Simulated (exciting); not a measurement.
Consider VBiO4 (Clinobisvanite), space group C2/c.

```xyz
12
Lattice="3.6236 -5.8486 0.0000 3.6236 5.8486 0.0000 -3.5500 0.0000 3.6474" Properties=species:S:1:pos:R:3 pbc="T T T"
Bi    0.9611   -1.5616    2.7355
Bi    2.7361    1.5616    0.9118
V     0.9611    4.3280    2.7355
V     2.7361   -4.3280    0.9118
O     2.3896    0.5930    3.2082
O    -0.4675    0.5930    2.2628
O     1.3076   -0.5930    0.4391
O     4.1646   -0.5930    1.3846
O     2.4175    3.4132    2.3300
O    -0.4954    3.4132    3.1411
O     1.2796   -3.4132    1.3174
O     4.1926   -3.4132    0.5063
```

Absorber: atom 3, with 2 O at 1.69 Å and 2 O at 1.77 Å (distorted tetrahedral, site symmetry 2). Method: exciting, all-electron LAPW+lo, LDA, exchange and screened direct term (singlet BSE), 2×2×3 shifted k points, 61 conduction bands, |G+q| up to 3 bohr⁻¹, full RPA screening with nempty = 99, Lorentzian half width 0.51 eV.

Question: What does the V K spectrum look like, and is there a bound core exciton?

Bound core exciton? Yes on this mesh: the first bright state (over 5 % of the brightest) lies at -1.98 eV from the Kohn–Sham onset; weaker or dark states reach down to -3.11 eV. Maxima (height): -1.4 eV (1.00), 1.5 eV (0.22), 12.5 eV (0.90), 17.3 eV (0.81) and 18.9 eV (0.71).

Energy from the Kohn–Sham onset, core level to the lowest empty state found on the meshes used; Im ε in relative units:

```csv
E (eV),Im ε
-6.0,0.02
-5.5,0.03
-5.0,0.03
-4.5,0.04
-4.0,0.06
-3.5,0.09
-3.0,0.16
-2.5,0.31
-2.0,0.66
-1.5,0.99
-1.0,0.61
-0.5,0.30
0.0,0.22
0.5,0.21
1.0,0.20
1.5,0.22
2.0,0.20
2.5,0.19
3.0,0.19
3.5,0.18
4.0,0.17
4.5,0.12
5.0,0.08
5.5,0.07
6.0,0.07
6.5,0.09
7.0,0.13
7.5,0.18
8.0,0.22
8.5,0.28
9.0,0.38
9.5,0.55
10.0,0.66
10.5,0.72
11.0,0.72
11.5,0.78
12.0,0.84
12.5,0.90
13.0,0.83
13.5,0.78
14.0,0.78
14.5,0.67
15.0,0.63
15.5,0.61
16.0,0.61
16.5,0.70
17.0,0.79
17.5,0.80
18.0,0.72
18.5,0.69
19.0,0.71
19.5,0.66
20.0,0.60
```

Binding energies aren't converged on 12 k points, and fine structure above the first lines is partly noise of the mesh. Exchange and the short-range direct term aren't converged in the kernel cutoff. The zero comes from the shifted mesh, which comes near the band minimum without meeting it. Quadrupole transitions, which feed the pre-edge, are left out. The structure is a published determination, not relaxed.

[Banner, clock and machine lines of the logs are left out without a mark of their own.]

[Logs are printed without paths, hosts, clocks, repeated set-up lines and the standing remarks that a program may print on its own settings, such as how far it seeks lower states.]

[Hosts, paths, dates, database ids (printed as entryN), source tags and the programs' standing remarks are cut or masked in the printed files.]
